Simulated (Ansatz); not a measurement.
**Resistivity from frozen vibrations: Ir(111) with 4 thermally displaced layers, 2x2**

Wanted: the phonon-limited resistivity of Ir at 273 K by the Landauer route. The measured value for the pure metal at this temperature is 4.7 µΩ cm (CRC Handbook of Chemistry and Physics, 84th ed., 2003, Electrical Resistivity of Pure Metals).

Calculated with Ansatz 0.2.0; Ansatz plane-wave DFT, PBE, PAW files; ballistic transport by layer matching (Landauer), zero bias; PAW set soft_1.

Report form: the programs' logs are mostly left out.

## (1) The structure

The cell holds 40 atoms: 40 Ir. Cell: a = 5.430 Å, b = 5.430 Å, c = 22.222 Å, α = 93.5°, β = 86.5°, γ = 120.0°. It derives from Ir. Regions: lead, 24 atoms (24 Ir); scattering region, 16 atoms (16 Ir). The structure is stacked along c, and the current runs across the ab planes.

## (2) With 4 displaced layers

Each atom of 4 layers is moved at random, by amounts drawn from a normal law 0.0353 Å wide in each direction from the Debye model (420 K) at 273 K. The layers about the cell's end stay perfect and serve as the lead. Disorder leaves little or no symmetry, which makes such runs dear. Energies from -0.05 to 0.05 eV in steps of 0.05 eV are too few for the program's thermal sum, so it prints no conductance; for a metal the transmission near the Fermi level serves, at a fraction of the cost.

Contents of input.yaml:

```yaml
crystal:
  lattice:
    - [5.4297315514, 0.0, 0.0]
    - [-2.7148657757, 4.7022854592, 0.0]
    - [1.3574328878, -0.7837142432, 22.1667862353]
  atoms:
    - { symbol: Ir, position: [0.9916666667, 0.0083333333, 0.05] }
    - { symbol: Ir, position: [0.9916666667, 0.5083333333, 0.05] }
    - { symbol: Ir, position: [0.4916666667, 0.0083333333, 0.05] }
    - { symbol: Ir, position: [0.4916666667, 0.5083333333, 0.05] }
    - { symbol: Ir, position: [0.1416666667, 0.3583333333, 0.15] }
    - { symbol: Ir, position: [0.1416666667, 0.8583333333, 0.15] }
    - { symbol: Ir, position: [0.6416666667, 0.3583333333, 0.15] }
    - { symbol: Ir, position: [0.6416666667, 0.8583333333, 0.15] }
[... 28 atom lines left out ...]
    - { symbol: Ir, position: [0.8416666667, 0.1583333333, 0.95] }
    - { symbol: Ir, position: [0.8416666667, 0.6583333333, 0.95] }
    - { symbol: Ir, position: [0.3416666667, 0.1583333333, 0.95] }
    - { symbol: Ir, position: [0.3416666667, 0.6583333333, 0.95] }
kpoints:
  mp_grid: { grid: [5, 5, 1] }
hamiltonian:
  xc: pbe
  pseudopotentials: { kind: paw, azcp: { folder: soft_1 } }
scf:
  occupations: { method: fermi_dirac, width: 0.1 }
output:
  transmission:
    leads: [[0, 4]]
    kmesh: [10, 10]
    e_range: [-0.05, 0.05]
    de: 0.05
  write_potential: true
  write_density: true
  volumetric_format: npy
```

Run with:

```
ansatz run input.yaml --threads 4 --pin off --max-ram 15360MiB --backend cpu --events-out ev --progress --plain --runs-dir out
```

Wall time 7.4 min (4 threads of Arm Neoverse V1, shared host); peak memory 5.1 GiB.

This step gave:

```yaml
free_energy: -477473.3805 eV
energy_at_zero_smearing: -477472.7980 eV
fermi_energy: 25.83 eV
cell_area: 25.53 Å²
transmission_per_spin_nearest_the_fermi_level: 5.582
open_channels_per_spin_nearest_the_fermi_level: 5.78
step_of_the_lead_s_potential: 3.3 meV
```

Per spin. Transmission, zone mean against energy, zero at the Fermi level:

```
energy (eV)  transmission, zone mean
    -0.0500                     5.72
     0.0000                     5.58
     0.0500                     5.88
```

Per spin. Open channels, zone mean, lead against energy, zero at the Fermi level:

```
energy (eV)  open channels, zone mean, lead
    -0.0500                             5.9
     0.0000                            5.78
     0.0500                            6.14
```

Transmission over k1 and k2. At 0.0000 eV from the Fermi level.

Ten even steps from '0' (3.04) to '9' (7.86):
```
5530355555
3357753355
3173337135
5373993735
5553999355
5537399373
3531733371
3553357753
5555553035
5533555335
```
Columns: k1 (b1) from -0.5 to 0.4; rows upwards: k2 (b2) from -0.5 to 0.4.

Open channels over k1 and k2. At 0.0000 eV from the Fermi level.

Ten even steps from '0' (4.00) to '9' (8.00):
```
5520255555
2257752255
2072227025
5272992725
5552999255
5527299272
2520722270
2552257752
5555552025
5522555225
```
Columns: k1 (b1) from -0.5 to 0.4; rows upwards: k2 (b2) from -0.5 to 0.4.

Over the solved energies the transmission per spin lies between 5.58 and 5.88, out of 5.94 channels of the lead on average (up to 6.14).

## (3) With 8 displaced layers

Each atom of 8 layers is moved at random, by amounts drawn from a normal law 0.0353 Å wide in each direction from the Debye model (420 K) at 273 K. A fresh draw is used; the growth of the resistance with length is what counts.

System of this step: Ir(111) with 8 thermally displaced layers, 2x2. The cell holds 56 atoms: 56 Ir. Its edges and angles: a = 5.430 Å, b = 5.430 Å, c = 31.073 Å, α = 87.5°, β = 92.5°, γ = 120.0°. It derives from Ir. Regions: lead, 24 atoms (24 Ir); scattering region, 32 atoms (32 Ir). The structure is stacked along c, and the current runs across the ab planes.

Contents of input.yaml:

```yaml
crystal:
  lattice:
    - [5.4297315514, 0.0, 0.0]
    - [-2.7148657757, 4.7022854592, 0.0]
    - [-1.3574328878, 0.7837142432, 31.0335007294]
  atoms:
    - { symbol: Ir, position: [0.005952381, 0.994047619, 0.0357142857] }
    - { symbol: Ir, position: [0.005952381, 0.494047619, 0.0357142857] }
    - { symbol: Ir, position: [0.505952381, 0.994047619, 0.0357142857] }
    - { symbol: Ir, position: [0.505952381, 0.494047619, 0.0357142857] }
    - { symbol: Ir, position: [0.1845238095, 0.3154761905, 0.1071428571] }
    - { symbol: Ir, position: [0.1845238095, 0.8154761905, 0.1071428571] }
    - { symbol: Ir, position: [0.6845238095, 0.3154761905, 0.1071428571] }
    - { symbol: Ir, position: [0.6845238095, 0.8154761905, 0.1071428571] }
[... 44 atom lines left out ...]
    - { symbol: Ir, position: [0.3273809524, 0.1726190476, 0.9642857143] }
    - { symbol: Ir, position: [0.3273809524, 0.6726190476, 0.9642857143] }
    - { symbol: Ir, position: [0.8273809524, 0.1726190476, 0.9642857143] }
    - { symbol: Ir, position: [0.8273809524, 0.6726190476, 0.9642857143] }
kpoints:
  mp_grid: { grid: [5, 5, 1] }
hamiltonian:
  xc: pbe
  pseudopotentials: { kind: paw, azcp: { folder: soft_1 } }
scf:
  occupations: { method: fermi_dirac, width: 0.1 }
output:
  transmission:
    leads: [[0, 4]]
    kmesh: [10, 10]
    e_range: [-0.05, 0.05]
    de: 0.05
  write_potential: true
  write_density: true
  volumetric_format: npy
```

Wall time 14 min (4 threads); peak memory 8.8 GiB.

This step gave:

```yaml
free_energy: -668462.2793 eV
energy_at_zero_smearing: -668461.4174 eV
transmission_per_spin_nearest_the_fermi_level: 5.203
step_of_the_lead_s_potential: 7.2 meV
```

Per spin. Transmission, zone mean against energy, zero at the Fermi level:

```
energy (eV)  transmission, zone mean
    -0.0500                     5.35
     0.0000                     5.20
     0.0500                     5.47
```

Over the solved energies the transmission per spin lies between 5.20 and 5.47, out of 5.94 channels of the lead on average (up to 6.14).

## (4) With 12 displaced layers

Each atom of 12 layers is moved at random, by amounts drawn from a normal law 0.0353 Å wide in each direction from the Debye model (420 K) at 273 K. A fresh draw is used; the growth of the resistance with length is what counts.

System of this step: Ir(111) with 12 thermally displaced layers, 2x2. The cell holds 72 atoms: 72 Ir. Cell: a = 5.430 Å, b = 5.430 Å, c = 39.900 Å, α = 90.0°, β = 90.0°, γ = 120.0°. It derives from Ir. Regions: lead, 24 atoms (24 Ir); scattering region, 48 atoms (48 Ir). The structure is stacked along c, and the current runs across the ab planes.

Contents of input.yaml:

```yaml
crystal:
  lattice:
    - [5.4297315514, 0.0, 0.0]
    - [-2.7148657757, 4.7022854592, 0.0]
    - [0.0, 0.0, 39.9002152235]
  atoms:
    - { symbol: Ir, position: [0.0, 0.0, 0.0277777778] }
    - { symbol: Ir, position: [0.0, 0.5, 0.0277777778] }
    - { symbol: Ir, position: [0.5, 0.0, 0.0277777778] }
    - { symbol: Ir, position: [0.5, 0.5, 0.0277777778] }
    - { symbol: Ir, position: [0.1666666667, 0.3333333333, 0.0833333333] }
    - { symbol: Ir, position: [0.1666666667, 0.8333333333, 0.0833333333] }
    - { symbol: Ir, position: [0.6666666667, 0.3333333333, 0.0833333333] }
    - { symbol: Ir, position: [0.6666666667, 0.8333333333, 0.0833333333] }
[... 60 atom lines left out ...]
    - { symbol: Ir, position: [0.3333333333, 0.1666666667, 0.9722222222] }
    - { symbol: Ir, position: [0.3333333333, 0.6666666667, 0.9722222222] }
    - { symbol: Ir, position: [0.8333333333, 0.1666666667, 0.9722222222] }
    - { symbol: Ir, position: [0.8333333333, 0.6666666667, 0.9722222222] }
kpoints:
  mp_grid: { grid: [5, 5, 1] }
hamiltonian:
  xc: pbe
  pseudopotentials: { kind: paw, azcp: { folder: soft_1 } }
scf:
  occupations: { method: fermi_dirac, width: 0.1 }
output:
  transmission:
    leads: [[0, 4]]
    kmesh: [10, 10]
    e_range: [-0.05, 0.05]
    de: 0.05
  write_potential: true
  write_density: true
  volumetric_format: npy
```

The job ended after 25 min (4 threads; peak memory 7.5 GiB; 1.6 h of CPU time).

This step gave:

* free energy: -859451.5070 eV
* energy at zero smearing: -859450.4124 eV
* transmission per spin nearest the Fermi level: 5.104
* open channels per spin nearest the Fermi level: 6.02
* step of the lead's potential: 3.7 meV

Per spin. Table of transmission, zone mean by energy, zero at the Fermi level:

```
energy (eV)  transmission, zone mean
    -0.0500                     5.20
     0.0000                     5.10
     0.0500                     5.35
```

Over the solved energies the transmission per spin lies between 5.10 and 5.35, out of 6.06 channels of the lead on average (up to 6.26).

## (5) Resistance against length

This step: Ansatz plane-wave DFT, PBE, PAW files; ballistic transport by layer matching (Landauer), zero bias; resistivity from the slope of the area resistance; PAW set soft_1 (Ansatz 0.2.0).

This step gave:

```yaml
resistivity: 3.792 µΩ cm
intercept: -0.01058 fΩ m²
scatter_about_the_fit: 0.003693 fΩ m²
```

Resistance, by row:

```
run  length (Å)      T  channels N  RA (fΩ m²)
 n4       8.867  5.729        5.94     0.02043
 n8       17.73  5.344        5.94     0.06189
n12        26.6  5.219        6.06     0.08767
```

Area resistance against length of the displaced region:

```
length of the displaced region (Å)  area resistance (fΩ m²)
                              8.87                   0.0204
                             17.73                   0.0619
                             26.60                   0.0877
```

The area resistance goes from 0.020 to 0.088 fΩ m² between 8.9 and 26.6 Å, a slope of 3.8 µΩ cm.

By hand from the end points: (0.08767 − 0.02043) fΩ m² / (26.60 − 8.87) Å = 3.8 µΩ cm, since 1 fΩ m² per Å is 1000 µΩ cm.

## (6) Outcome

```yaml
resistivity_from_the_slope: 3.79 µΩ cm
area_resistance_over_8p87_a: 0.0204 fΩ m²
area_resistance_over_17p7_a: 0.0619 fΩ m²
area_resistance_over_26p6_a: 0.0877 fΩ m²
```

In words: The slope gives 3.8 µΩ cm. The points scatter by 0.0037 fΩ m² about the line, with one random draw a length in a 2x2 cell, so the slope is a rough value. The mean square of the displacements drawn is 0.75, 0.94 and 0.81 of the nominal one at the three lengths; with each resistance scaled back by that, the slope is 4.6 µΩ cm, the value used below. The lead's own channel count moves between the runs (5.94, 5.94 and 6.06), which shifts RA and the slope too. Read with a model of isotropic scattering on a spherical Fermi surface and the lead's 1.8×10¹⁵ S/m², this slope means a mean free path near 103 Å; over these lengths the model's slope is 1.13 times its bulk resistivity, which would be 4.0 µΩ cm. Uncorrelated displacements put too much weight on short waves, which scatter strongly; with the sideways repeat of a small cell, one draw and three short lengths, the method is good to a factor of two or three. The measured value is 4.7 µΩ cm (CRC Handbook of Chemistry and Physics, 84th ed., 2003, Electrical Resistivity of Pure Metals); the scaled slope is 0.97 times that and the corrected value 0.86: fair for so small a cell. Spin-orbit coupling is left out, which matters for Ir.

[Logs are printed without paths, hosts, clocks, repeated set-up lines and the standing remarks that a program may print on its own settings, such as how far it seeks lower states.]

[Hosts, paths, dates, database ids (printed as entryN), source tags and the programs' standing remarks are cut or masked in the printed files.]
